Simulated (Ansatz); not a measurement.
# Ag3AuSe2 (I4_132): band gap by G0W0 on HSE06, part 2 of 2

Aim: the quasiparticle gap of Ag3AuSe2 (I4_132), starting from HSE06.

Ansatz 0.2.0; HSE06, then G0W0 on it, plane waves, PAW. Known limits of the many-body steps: finite bands, screening cutoff and k mesh; no spin-orbit coupling in G0W0; d shells not analysed.

So far. Step 2 (The starting point: HSE06): Over mesh and listed points the gap is 0.951 eV, direct, at k = Γ. Step 3 (The quasiparticle correction): Over all 3 irreducible mesh points the G0W0 gap is 0.866 eV, direct, at k = Γ. The HSE06 gap of this run on the mesh is 0.955 eV. The two states that bound the G0W0 gap lie that far apart at the start, so the correction of the gap is 0.866 − 0.955 = −0.089 eV.

In doubt: masses and optical values from hybrid runs of this build are listed as unsure (step 3), which bears on the screening that GW takes from such a start; one-shot GW on d or f shells is unsure (step 3), so the values of those runs are not to be relied on.

## (4) Spin-orbit coupling in HSE06

This run has two-component orbitals with spin-orbit coupling.

This step: DFT, HSE06 with spin-orbit coupling, plane waves, PAW.

input.yaml

```yaml
crystal:
  lattice:
    - [-4.975, 4.975, 4.975]
    - [4.975, -4.975, 4.975]
    - [4.975, 4.975, -4.975]
  atoms:
    - { symbol: Ag, position: [0.25, 0.6207106707, 0.3707106707] }
    - { symbol: Ag, position: [0.6207106707, 0.75, 0.3707106707] }
    - { symbol: Ag, position: [0.75, 0.8792893293, 0.1292893293] }
    - { symbol: Ag, position: [0.8792893293, 0.25, 0.1292893293] }
    - { symbol: Ag, position: [0.3707106707, 0.25, 0.6207106707] }
    - { symbol: Ag, position: [0.3707106707, 0.6207106707, 0.75] }
    - { symbol: Ag, position: [0.1292893293, 0.75, 0.8792893293] }
    - { symbol: Ag, position: [0.1292893293, 0.8792893293, 0.25] }
    - { symbol: Ag, position: [0.25, 0.1292893293, 0.8792893293] }
    - { symbol: Ag, position: [0.6207106707, 0.3707106707, 0.25] }
    - { symbol: Ag, position: [0.75, 0.3707106707, 0.6207106707] }
    - { symbol: Ag, position: [0.8792893293, 0.1292893293, 0.75] }
    - { symbol: Se, position: [0.5378148057, 0.5378148057, 0.5378148057] }
    - { symbol: Se, position: [0.5378148057, 0.5, 0.0] }
    - { symbol: Se, position: [0.5, 0.0, 0.9621851943] }
    - { symbol: Se, position: [0.0, 0.5378148057, 0.5] }
    - { symbol: Se, position: [0.9621851943, 0.5, 0.0] }
    - { symbol: Se, position: [0.9621851943, 0.9621851943, 0.9621851943] }
    - { symbol: Se, position: [0.0, 0.9621851943, 0.5] }
    - { symbol: Se, position: [0.5, 0.0, 0.5378148057] }
    - { symbol: Au, position: [0.25, 0.25, 0.25] }
    - { symbol: Au, position: [0.25, 0.5, 0.0] }
    - { symbol: Au, position: [0.5, 0.0, 0.25] }
    - { symbol: Au, position: [0.0, 0.25, 0.5] }
kpoints:
  mp_grid: { grid: [2, 2, 2] }
  band_path:
    path:
      - [0.0, 0.0, 0.0]
      - [0.5, -0.5, 0.5]
      - [0.0, 0.0, 0.5]
      - [0.25, 0.25, 0.25]
    npoints: 1
hamiltonian:
  xc: hse06
scf:
  occupations: { method: fermi_dirac, width: 0.02 }
  n_extra_bands: 24
magnetization:
  noncollinear: true
  spin_orbit: true
output:
  eigenvalues: true
```

Launch:

```console
$ ansatz run input.yaml --threads 16 --pin off --max-ram 82944MiB --backend cuda --events-out ev --progress --plain --runs-dir out --devices 1 --max-vram 78GiB
```

Numbers of over 12 decimals in the logs are rounded to 6 here.

Output:

```text
[...]
GPUs: using 1 of 1 available (devices: 1).
[...]
non-collinear run that drives no moment, with spin-orbit: no starting moment large enough to seed its density (crystal.atoms[].spin), no starting occupations that ask for one, no magnetisation constraint and no magnetic field, so the semilocal B_xc is pinned to zero
[...]
Crystal: 24 atoms, lattice volume = 492.537 Å³
Basis set: ecut = 420 eV, 9693 PW (Γ)
Bands: 456, of which v1, the nominal top of the filled ones, is band 432 counted from 1 (431 counted from 0)
Symmetry: 24 space group operations + 24 with time reversal
[...]
k-points: 3 of 8
Projection manifold: j_resolved (fully-relativistic pseudo-atomic orbitals)
[...]
SCF iter   1: F=—  HF=-187635.965966 eV  |F-HF|=—  |Δ(HF+E_count)|=         —  Δρ=1.12e-1  dr2=1.31e2  dr2_m=0.00e0 (ungated)  ethr=1.00e-1  |M|=0.00e0 ∫|m|=0.00e0 μB  |m|>n=0.0e0 m-floor=0.0e0 τ_xc=0.0e0  β_m=0.30  ⟨swp⟩=4.0  Hψ=4268  notcnv=0
[...]
SCF iter   2: F=—  HF=-187628.817628 eV  |F-HF|=—  |Δ(HF+E_count)|=    7.15e0  Δρ=5.98e-2  dr2=5.75e1  dr2_m=0.00e0 (ungated)  ethr=3.04e-2  |M|=0.00e0 ∫|m|=0.00e0 μB  |m|>n=0.0e0 m-floor=0.0e0 τ_xc=0.0e0  β_m=0.25  ⟨swp⟩=5.0  Hψ=3592  notcnv=0
[...]
SCF iter   3: F=—  HF=-187617.613759 eV  |F-HF|=—  |Δ(HF+E_count)|=    1.12e1  Δρ=1.78e-2  dr2=1.86e0  dr2_m=0.00e0 (ungated)  ethr=5.83e-4  |M|=0.00e0 ∫|m|=0.00e0 μB  |m|>n=0.0e0 m-floor=0.0e0 τ_xc=0.0e0  β_m=0.29  ⟨swp⟩=6.7  Hψ=6335  notcnv=0  defer=14
[...]
SCF 1 converged in 12 iterations: F = -187617.243268 eV  dr2 = 4.53e-10
[...]
hybrid outer 1: dexx = +2.087e-1 eV, tail = 9.41e-4 eV
[...]
SCF 3 converged in 6 iterations: F = -187537.979825 eV  dr2 = 2.50e-8
[...]
```

Elapsed: 74 s, on 1 × NVIDIA GB200 (shared by 2 runs) with 16 threads of Arm Neoverse V2, shared host; peak memory 7.3 GiB.

This step gave:

| Quantity | Value |
| --- | --- |
| gap | 0.9704 eV |
| valence top at | Γ |
| conduction bottom at | Γ |
| least direct gap | 0.9704 eV |
| exact-exchange fraction | 0.25 |

Over mesh and listed points the gap is 0.970 eV, direct, at k = Γ. HSE06+SOC against HSE06: 0.970 − 0.951 = +0.019 eV, with the same mesh, set of files (read in its fully relativistic form for the spin-orbit run) and cutoff, and both edges at the same k points. The spin-orbit run sees mesh and listed points alone, so its gap is an upper bound: the coupling can move an edge off these points, the more so as this crystal has no centre of inversion, and the change over the zone, its sign included where it is small, is not known.

## (5) The runs together

Each gap is the least one over the points named; times are wall times on shared hosts, not benchmarks. A G0W0 time includes the run's own self-consistent start. Runs with listed points see these and the mesh alone, so an edge that moves elsewhere is missed.

| level | mesh | files, cutoff | bands summed, screening | points | gap (eV) | valence top | conduction bottom | least direct gap (eV) | time |
| --- | --- | --- | --- | --- | --- | --- | --- | --- | --- |
| HSE06 | 2×2×2 | soft_2 PAW, 420 eV | - | mesh and listed points | 0.951 | Γ | Γ | 0.951 | 18 s |
| HSE06+SOC | 2×2×2 | soft_2 PAW, 420 eV | - | mesh and listed points | 0.970 | Γ | Γ | 0.970 | 74 s |
| G0W0@HSE06 | 2×2×2 | hard PAW, 617 eV | 1686, 120 eV | all 3 irreducible mesh points | 0.866 | Γ | Γ | 0.866 | 2.8 min |

## (6) Results

```json
{
 "HSE06 gap over mesh and listed points": "0.951 eV, direct, at k = Γ",
 "G0W0@HSE06 gap over all 3 irreducible mesh points": "0.866 eV, direct, at k = Γ",
 "HSE06+SOC gap over mesh and listed points": "0.970 eV",
 "GW settings": "2×2×2 mesh, 1470 empty bands, screening to 120 eV, hard PAW files",
 "known limits": "finite bands, screening cutoff and k mesh; no spin-orbit coupling in G0W0; d shells not analysed"
}
```

**Reading.** Over all 3 irreducible mesh points the G0W0 gap is 0.866 eV, direct, at k = Γ. The HSE06 gap of this run on the mesh is 0.955 eV. The two states that bound the G0W0 gap lie that far apart at the start, so the correction of the gap is 0.866 − 0.955 = −0.089 eV. The valence state moves by 13.518 − 13.433 = +0.085 eV and the conduction state by 14.385 − 14.388 = −0.003 eV, on the run's own scale; how far single levels stand from their limit in bands is not shown. Both edges that HSE06 shows over mesh and listed points lie at k points where levels were corrected. Levels at other points were not corrected, so a lower G0W0 gap elsewhere in the zone is not ruled out. No second run with other bands and screening cutoff is shown, so the distance to the basis limit is not known. On another start, G0W0@r2SCAN runs of this series (2×2×2 mesh, hard PAW; not shown as steps) give 0.605 eV with 1016 bands and 80 eV, 0.632 eV with 1686 bands and 120 eV, 0.630 eV with 3145 bands and 190 eV and 0.636 eV with 5456 bands and 280 eV. G0W0 on other starts in this series, not shown as steps and not all at these settings: 0.632 eV on r2SCAN (2×2×2, hard PAW, 1686 bands, 120 eV) and 1.046 eV on PBE0 (2×2×2, hard PAW, 1686 bands, 120 eV). HSE06+SOC against HSE06: 0.970 − 0.951 = +0.019 eV, with the same mesh, set of files (read in its fully relativistic form for the spin-orbit run) and cutoff, and both edges at the same k points. The spin-orbit run sees mesh and listed points alone, so its gap is an upper bound: the coupling can move an edge off these points, the more so as this crystal has no centre of inversion, and the change over the zone, its sign included where it is small, is not known. What spin-orbit coupling does to the G0W0 levels was not computed, so no sum with the G0W0 gap is formed. For the G0W0 step: the program's warnings for this run: metallic iterate. The G0W0 runs are scalar-relativistic. One-shot GW is known to converge slowly in bands for compounds with shallow d shells. The cell holds Ag and Au; the filling of the d shell and its place against the gap were not analysed here. No pair of G0W0 runs that differ in the mesh alone is shown (2×2×2 is a supercell whose nearest images lie 17 Å apart), so the error from the mesh is not known here. G0W0 is shown with one set of atomic data (hard PAW), so the error from the files is not known here.

[Paths, hosts, dates, memory and timing lines, banners, echoed tables and standing remarks are left out of the program output.]

[Logs are printed without paths, hosts, clocks, repeated set-up lines and the standing remarks that a program may print on its own settings, such as how far it seeks lower states.]

[Runs of the session that timed out or met a known fault of the program may be left out.]

[Cells called generated may have been cut or substituted from an entry of the Crystallography Open Database or the Materials Project.]

[Hosts, paths, dates, database ids (printed as entryN), source tags and the programs' standing remarks are cut or masked in the printed files.]

[Where an RPA ε∞ is given, it is that of the G0W0 mesh and is not shown converged in it. Names of k-points follow the symmetry that the program found, which can be lower than the space group named. Band edges on a path are those of the sampled points; other points can move an edge, and change direct to indirect where valleys lie close.]

[Hybrid gaps are those of their k-mesh and are not shown converged in it.]
